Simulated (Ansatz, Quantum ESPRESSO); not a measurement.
# Li(100), 5 layers, one monolayer of Na on hollow sites: vacuum level and surface dipole, part 3 of 5

How much energy does it take to lift an electron out of Li(100), 5 layers, one monolayer of Na on hollow sites, and how far do the settings matter?

Quantum ESPRESSO 7.5; plane-wave DFT, PBE, GBRV ultrasoft pseudopotentials; geometry and cross-check by Ansatz 0.2.0 with PAW datasets.

So far. Step 4 (Electrostatic potential): The vacuum is flat to 1.1 meV/Å, so its level is well defined. Inside the slab the curve depends on the local part of the pseudopotentials; only the vacuum level has a meaning of its own. Step 5 (Macroscopic average): Where the running mean is not flat inside, average.x's window, rounded to the grid, doesn't match the spacings there.

## 6. Valence density

The density shows how far the electrons spill into the vacuum.

rho.in

```
&inputpp
  prefix = 'scf'
  outdir = './out'
  filplot = 'rho.dat'
  plot_num = 0
/
```

On the command line:

```
$ OMP_NUM_THREADS=1 mpirun -n 2 pp.x -in rho.in > rho.out
```

The program printed:

```text
[banner, memory and clock lines left out]
Program POST-PROC v.7.5 starts

          URL

     ./out/scf.save/

     IMPORTANT: XC functional enforced from input :
     Exchange-correlation= PBE
                           (   1   4   3   4   0   0   0)
     Any further DFT definition will be discarded
     Please, verify this is what you really want

     negative rho (up, down):  1.293E-05 0.000E+00

     Adding external electric field

     Computed dipole along edir(3) :
        Dipole                0.0347 Ry au,          0.0882 Debye
        Dipole field          0.0002 Ry au,

        Potential amp.       -0.0192 Ry
        Total length         47.1313 bohr

     Calling punch_plot, plot_num =   0
     Writing data to file  rho.dat
     Message from routine chdens:
     namelist plot not found or invalid, exiting
```

Elapsed: 0.95 s, on 2 MPI ranks of Arm Neoverse V2, shared host; peak memory 0.12 GiB.

Numbers from this step:

```
electrons by integration : 24.00 e
```

Mean over planes. Valence density, planar mean against z:

```tsv
z (Å)	valence density, planar mean (e/Å³)
4.0	6.3e-5
4.5	1.7e-4
5.0	4.4e-4
5.5	0.00111
6.0	0.00272
6.5	0.00623
7.0	0.0126
7.5	0.0235
8.0	0.134
8.5	0.232
9.0	0.0541
9.5	0.0641
10.0	0.360
10.5	0.0746
11.0	0.0515
11.5	0.157
12.0	0.225
12.5	0.0534
13.0	0.0740
13.5	0.376
14.0	0.0653
14.5	0.0532
15.0	0.226
15.5	0.148
16.0	0.0437
16.5	0.0482
17.0	0.246
17.5	1.02
18.0	0.133
18.5	0.0225
19.0	0.0109
19.5	0.00549
20.0	0.00249
20.5	0.00106
21.0	4.3e-4
21.5	1.7e-4
22.0	6.7e-5
```

Valence density in the ca plane at fractional y = 0.500, with atoms of Li and Na within 0.2 Å of it. It is the smooth field of the valence electrons, not physical close to the nuclei.

Ten steps, logarithmic in the rise over the least value, from '0' (0 e/Å³) to '9' (26 e/Å³), each cell a mean:
```
00000000000000000000000000000000000000000000
00000000000000000000000000000000000000000000
00001100000000100000000024310000000000000000
00015620000003640000000268720000000000000000
00027720000005851000000279830000000000000000
00002310000001320000000146410000000000000000
00000000000000000000000011100000000000000000
00000000000000000000000000000000000000000000
00000000000000000000000000000000000000000000
```
Columns run along c (16.0 Å, from fractional 0.32 to 0.94 of the cell), rows up along a (3.5 Å). Atoms in or near the plane, at fractional coordinates: Li at (0.39, 0.50), Li at (0.52, 0.50), Na at (0.67, 0.50).

The density integrates to 24.000 electrons, as the 24 of the input ask.

## 7. Projected density of states

projwfc.x splits the states by atom and orbital; the spilling says how much the atomic basis misses.

pdos.in

```
&projwfc
  prefix = 'scf'
  outdir = './out'
  filpdos = 'pdos'
  Emin = -9.037
  Emax = 2.963
  DeltaE = 0.1
  ngauss = 0
  degauss = 0.01
/
```

On the command line:

```
$ OMP_NUM_THREADS=1 mpirun -n 2 projwfc.x -in pdos.in > pdos.out
```

The program printed:

```text
[banner, memory and clock lines left out]
Program PROJWFC v.7.5 starts

          URL

     ./out/scf.save/

     IMPORTANT: XC functional enforced from input :
     Exchange-correlation= PBE
                           (   1   4   3   4   0   0   0)
     Any further DFT definition will be discarded
     Please, verify this is what you really want

     negative rho (up, down):  1.293E-05 0.000E+00

     Adding external electric field

     Computed dipole along edir(3) :
        Dipole                0.0347 Ry au,          0.0882 Debye
        Dipole field          0.0002 Ry au,

        Potential amp.       -0.0192 Ry
        Total length         47.1313 bohr

     Gaussian broadening (read from input): ngauss,degauss=   0    0.010000

     Calling projwave ....

  Problem Sizes
  natomwfc =           30
  nbnd     =           16
  nkstot   =           34
  npwx     =         4610
  nkb      =           58

     Atomic states used for projection
     (read from pseudopotential files):

     state #   1: atom   1 (Li ), wfc  1 (l=0 m= 1)
     state #   2: atom   1 (Li ), wfc  2 (l=0 m= 1)
     state #   3: atom   1 (Li ), wfc  3 (l=1 m= 1)
     state #   4: atom   1 (Li ), wfc  3 (l=1 m= 2)
     state #   5: atom   1 (Li ), wfc  3 (l=1 m= 3)
     state #   6: atom   2 (Li ), wfc  1 (l=0 m= 1)
     state #   7: atom   2 (Li ), wfc  2 (l=0 m= 1)
     state #   8: atom   2 (Li ), wfc  3 (l=1 m= 1)
     state #   9: atom   2 (Li ), wfc  3 (l=1 m= 2)
     state #  10: atom   2 (Li ), wfc  3 (l=1 m= 3)
     state #  11: atom   3 (Li ), wfc  1 (l=0 m= 1)
     state #  12: atom   3 (Li ), wfc  2 (l=0 m= 1)
     state #  13: atom   3 (Li ), wfc  3 (l=1 m= 1)
     state #  14: atom   3 (Li ), wfc  3 (l=1 m= 2)
     state #  15: atom   3 (Li ), wfc  3 (l=1 m= 3)
     state #  16: atom   4 (Li ), wfc  1 (l=0 m= 1)
     state #  17: atom   4 (Li ), wfc  2 (l=0 m= 1)
     state #  18: atom   4 (Li ), wfc  3 (l=1 m= 1)
     state #  19: atom   4 (Li ), wfc  3 (l=1 m= 2)
     state #  20: atom   4 (Li ), wfc  3 (l=1 m= 3)
     state #  21: atom   5 (Li ), wfc  1 (l=0 m= 1)
     state #  22: atom   5 (Li ), wfc  2 (l=0 m= 1)
     state #  23: atom   5 (Li ), wfc  3 (l=1 m= 1)
     state #  24: atom   5 (Li ), wfc  3 (l=1 m= 2)
     state #  25: atom   5 (Li ), wfc  3 (l=1 m= 3)
     state #  26: atom   6 (Na ), wfc  1 (l=0 m= 1)
     state #  27: atom   6 (Na ), wfc  2 (l=1 m= 1)
     state #  28: atom   6 (Na ), wfc  2 (l=1 m= 2)
     state #  29: atom   6 (Na ), wfc  2 (l=1 m= 3)
     state #  30: atom   6 (Na ), wfc  3 (l=0 m= 1)

[... projections of each state ...]
Lowdin Charges:

     Atom #   1: total charge =   2.8812, s =  2.3104,
     Atom #   1: total charge =   2.8812, p =  0.5708, pz=  0.1175, px=  0.2267, py=  0.2267,
     Atom #   2: total charge =   3.1103, s =  2.2445,
     Atom #   2: total charge =   3.1103, p =  0.8658, pz=  0.3082, px=  0.2788, py=  0.2788,
     Atom #   3: total charge =   3.0059, s =  2.2204,
     Atom #   3: total charge =   3.0059, p =  0.7855, pz=  0.2772, px=  0.2542, py=  0.2542,
     Atom #   4: total charge =   3.0739, s =  2.2310,
     Atom #   4: total charge =   3.0739, p =  0.8429, pz=  0.2907, px=  0.2761, py=  0.2761,
     Atom #   5: total charge =   3.3141, s =  2.3370,
     Atom #   5: total charge =   3.3141, p =  0.9771, pz=  0.3625, px=  0.3073, py=  0.3073,
     Atom #   6: total charge =   8.5882, s =  2.5932,
     Atom #   6: total charge =   8.5882, p =  5.9950, pz=  1.9983, px=  1.9984, py=  1.9984,
     Spilling Parameter:   0.0011
```

Elapsed: 1.4 s, on 2 MPI ranks; peak memory 0.12 GiB.

Read from the output:

```
spilling of the projection : 0.0011
```

Projected DOS an atom over height of the atomic layer and energy from the Fermi level. Columns are the atomic layers from the bottom up.

Ten even steps from '0' (0.00 states/eV) to '9' (1.08 states/eV), each cell a mean:
```
755693
755472
443452
443452
344452
232242
222231
233331
111111
011110
001100
000000
000000
000000
000000
000000
000000
000000
000000
000000
000000
000000
```
Columns: height of the atomic layer (Å) from 8.3 to 17.4 (not evenly spaced); rows upwards: energy from the Fermi level (eV) from -8.00 to 1.000.

The atomic orbitals miss 0.1 % of the occupied states; for empty states the projections can miss much more.

## 8. Ground state: open boundaries by the effective screening medium

The effective screening medium with bc1 puts vacuum on both sides and removes the images along the normal. The slab must sit about z = 0, symmetry is kept, and the .esm1 file holds the planar potential.

esm.in

```
&control
  prefix = 'esm'
  outdir = './out'
  pseudo_dir = './pseudo'
  calculation = 'scf'
  tprnfor = .true.
/
&system
  ibrav = 0
  nat = 6
  ntyp = 2
  ecutwfc = 40
  ecutrho = 200
  occupations = 'smearing'
  smearing = 'mv'
  degauss = 0.02
  assume_isolated = 'esm'
  esm_bc = 'bc1'
/
&electrons
  conv_thr = 1e-07
  mixing_beta = 0.4
  electron_maxstep = 120
  mixing_mode = 'local-TF'
/
ATOMIC_SPECIES
  Li  6.9400  li_pbe_v1.4.uspp.F.UPF
  Na  22.9898  na_pbe_v1.5.uspp.F.UPF
CELL_PARAMETERS angstrom
  3.49000000000000 0.00000000000000 0.00000000000000
  0.00000000000000 3.49000000000000 0.00000000000000
  0.00000000000000 0.00000000000000 25.98000000000000
ATOMIC_POSITIONS crystal
  Li  0.000000000000 0.000000000000 -0.176052099286
  Li  0.500000000000 0.500000000000 -0.108885047686
  Li  0.000000000000 0.000000000000 -0.041717996086
  Li  0.500000000000 0.500000000000 0.023028979405
  Li  0.000000000000 0.000000000000 0.089831327352
  Na  0.500000000000 0.500000000000 0.176052099286
K_POINTS automatic
  8 8 1 0 0 0
```

On the command line:

```
$ OMP_NUM_THREADS=1 mpirun -n 2 pw.x -nk 2 -in esm.in > esm.out
```

The program printed:

```text
[banner, memory and clock lines left out]
Program PWSCF v.7.5 starts
[citation notice left out]

[...]
Message from routine setup:
[...]
bravais-lattice index     =            0
     lattice parameter (alat)  =       6.5951  a.u.
     unit-cell volume          =    2135.4362 (a.u.)^3
     number of atoms/cell      =            6
     number of atomic types    =            2
     number of electrons       =        24.00
     number of Kohn-Sham states=           16
     kinetic-energy cutoff     =      40.0000  Ry
     charge density cutoff     =     200.0000  Ry
     scf convergence threshold =      1.0E-07
     mixing beta               =       0.4000
     number of iterations used =            8  local-TF  mixing
     Exchange-correlation=  SLA  PW   PBX  PBC
                           (   1   4   3   4   0   0   0)

     Effective Screening Medium Method
     Boundary Conditions: Vacuum-Slab-Vacuum
     total charge in unit cell        =   0.0000
     grid points for fit at edges     =        4

[...]
PseudoPot. # 1 for Li read from file:
     ./pseudo/li_pbe_v1.4.uspp.F.UPF
     Pseudo is Ultrasoft, Zval =  3.0
     Generated by new atomic code, or converted to UPF format
     Using radial grid of  751 points,  5 beta functions with:
                l(1) =   0
                l(2) =   0
                l(3) =   0
                l(4) =   1
                l(5) =   1
     Q(r) pseudized with 10 coefficients,  rinner =    1.150   1.150   1.150

     PseudoPot. # 2 for Na read from file:
     ./pseudo/na_pbe_v1.5.uspp.F.UPF
     Pseudo is Ultrasoft, Zval =  9.0
     Generated by new atomic code, or converted to UPF format
     Using radial grid of  819 points,  5 beta functions with:
                l(1) =   0
                l(2) =   0
                l(3) =   1
                l(4) =   1
                l(5) =   2
     Q(r) pseudized with  8 coefficients,  rinner =    1.250   1.250   1.250
                                                       1.250   1.250

     atomic species   valence    mass     pseudopotential
     Li                3.00     6.94000     Li( 1.00)
     Na                9.00    22.98980     Na( 1.00)

      8 Sym. Ops. (no inversion) found

[...]
number of k points=    15  Marzari-Vanderbilt smearing, width (Ry)=  0.0200
[...]
Dense  grid:   101765 G-vectors     FFT dimensions: (  30,  30, 225)

     Smooth grid:    73037 G-vectors     FFT dimensions: (  27,  27, 200)

     Initial potential from superposition of free atoms

     starting charge      21.7400, renormalised to      24.0000

     negative rho (up, down):  3.752E-04 0.000E+00
     Starting wfcs are   30 randomized atomic wfcs

     per-process dynamical memory:    81.2 Mb

     Self-consistent Calculation

     iteration #  1     ecut=    40.00 Ry     beta= 0.40
     Davidson diagonalization with overlap
     c_bands:  1 eigenvalues not converged
     c_bands:  4 eigenvalues not converged
     c_bands:  1 eigenvalues not converged
     c_bands:  5 eigenvalues not converged
     c_bands:  3 eigenvalues not converged
     c_bands:  3 eigenvalues not converged
     c_bands:  5 eigenvalues not converged
     ethr =  1.00E-02,  avg # of iterations = 21.1

     negative rho (up, down):  1.474E-01 0.000E+00

     total energy              =    -175.15634371 Ry
     estimated scf accuracy    <     374.09409543 Ry

     iteration #  2     ecut=    40.00 Ry     beta= 0.40
[...]
negative rho (up, down):  3.693E-01 0.000E+00

[...]
total energy              =    -121.48290966 Ry
     estimated scf accuracy    <     323.92211944 Ry

     iteration #  3     ecut=    40.00 Ry     beta= 0.40
[...]
c_bands:  1 eigenvalues not converged
     c_bands:  1 eigenvalues not converged
     c_bands:  1 eigenvalues not converged
[...]
negative rho (up, down):  1.511E-01 0.000E+00

[...]
total energy              =    -171.45998362 Ry
     estimated scf accuracy    <      31.73649085 Ry

     iteration #  4     ecut=    40.00 Ry     beta= 0.40
[...]
negative rho (up, down):  4.868E-02 0.000E+00

[...]
total energy              =    -170.81873168 Ry
     estimated scf accuracy    <      16.18657804 Ry

     iteration #  5     ecut=    40.00 Ry     beta= 0.40
[...]
c_bands:  2 eigenvalues not converged
[...]
negative rho (up, down):  2.697E-01 0.000E+00

[...]
total energy              =    -187.22629851 Ry
     estimated scf accuracy    <     175.36828550 Ry

     iteration #  6     ecut=    40.00 Ry     beta= 0.40
[...]
c_bands:  3 eigenvalues not converged
     c_bands:  5 eigenvalues not converged
     c_bands:  4 eigenvalues not converged
     c_bands:  5 eigenvalues not converged
     c_bands:  4 eigenvalues not converged
[...]
negative rho (up, down):  2.529E-01 0.000E+00

[...]
total energy              =    -199.10946948 Ry
     estimated scf accuracy    <     369.13647181 Ry

[...]
iteration # 86     ecut=    40.00 Ry     beta= 0.40
[...]
c_bands:  1 eigenvalues not converged
     c_bands:  1 eigenvalues not converged
     c_bands:  1 eigenvalues not converged
[...]
negative rho (up, down):  2.189E-05 0.000E+00

[...]
total energy              =    -167.66585285 Ry
     estimated scf accuracy    <       0.00000103 Ry

     iteration # 87     ecut=    40.00 Ry     beta= 0.40
[...]
negative rho (up, down):  1.912E-05 0.000E+00

[...]
total energy              =    -167.66585272 Ry
     estimated scf accuracy    <       0.00000016 Ry

     iteration # 88     ecut=    40.00 Ry     beta= 0.40
[...]
c_bands:  1 eigenvalues not converged
[...]
negative rho (up, down):  8.402E-06 0.000E+00

[...]
total energy              =    -167.66584955 Ry
     estimated scf accuracy    <       0.00000012 Ry

     iteration # 89     ecut=    40.00 Ry     beta= 0.40
[...]
negative rho (up, down):  1.298E-05 0.000E+00

[...]
End of self-consistent calculation

          k = 0.0000 0.0000 0.0000 (  9163 PWs)   bands (ev):

   -55.9046 -50.1891 -49.7225 -49.4665 -49.4492 -49.4430 -27.8305 -27.8102
   -27.8102  -6.2442  -5.7420  -4.9311  -3.7897  -2.6321  -1.5892  -0.4761

          k = 0.0000 0.1250 0.0000 (  9165 PWs)   bands (ev):

   -55.9043 -50.1889 -49.7223 -49.4656 -49.4491 -49.4435 -27.8299 -27.8158
   -27.8097  -6.0943  -5.5811  -4.7703  -3.6347  -2.4770  -1.4338  -0.3118

[...]
the Fermi energy is    -2.8724 ev

!    total energy              =    -167.66585021 Ry
     estimated scf accuracy    <       0.00000002 Ry
     smearing contrib. (-TS)   =       0.00018974 Ry
     internal energy E=F+TS    =    -167.66603995 Ry

     The total energy is F=E-TS. E is the sum of the following terms:
     one-electron contribution =    1075.37741645 Ry
     hartree contribution      =    -547.00843605 Ry
     xc contribution           =     -31.11570914 Ry
     ewald contribution        =    -664.91931120 Ry

     convergence has been achieved in  89 iterations

     Forces acting on atoms (cartesian axes, Ry/au):

     atom    1 type  1   force =     0.00000000    0.00000000   -0.00062873
     atom    2 type  1   force =     0.00000000    0.00000000    0.00163358
     atom    3 type  1   force =     0.00000000    0.00000000   -0.00119977
     atom    4 type  1   force =     0.00000000    0.00000000    0.00017368
     atom    5 type  1   force =     0.00000000    0.00000000   -0.00031979
     atom    6 type  2   force =     0.00000000    0.00000000    0.00033229

     Total force =     0.002179     Total SCF correction =     0.000393
     SCF correction compared to forces is large: reduce conv_thr to get better values

[...]
```

Wall time 3.9 min (2 MPI ranks); peak memory 0.38 GiB; 7.8 min of CPU time.

Numbers from this step:

* free energy: -2281.2101 eV
* Fermi energy: -2.872 eV
* vacuum line at the lower end of the cell, over the Fermi level: 3.017 eV
* vacuum line at the upper end of the cell, over the Fermi level: 2.728 eV

Electrostatic potential energy of an electron; zero at the Fermi level. Potential energy, planar mean against z:

```tsv
z (Å)	potential energy, planar mean (eV)
-12	3.02
-11	3.02
-10	3.02
-9	3.02
-8	3.00
-7	2.90
-6	2.32
-5	-0.455
-4	0.0567
-3	-0.757
-2	0.680
-1	-0.895
0	0.202
1	-0.289
2	-0.608
3	0.658
4	4.73
5	11.7
6	1.75
7	2.55
8	2.70
9	2.72
10	2.73
11	2.73
12	2.73
```

The vacuum levels are read from the outermost 0.7 Å of the cell on either side.

The run needed 89 iterations to bring the estimated error under 1e-07 Ry; the largest force on any atom, held or free, is 0.04 eV/Å.

The upper level is 2.728 eV against 2.734 eV from the periodic run.

[end of part 3 of 5]

[Logs are printed without paths, hosts, clocks, repeated set-up lines and the standing remarks that a program may print on its own settings, such as how far it seeks lower states.]

[Hosts, paths, dates, database ids (printed as entryN), source tags and the programs' standing remarks are cut or masked in the printed files.]

[Maps of the electrostatic potential energy from Ansatz leave out the sawtooth potential of an applied field or a dipole correction, so their vacuum need not be flat; planar profiles and work functions include it.]
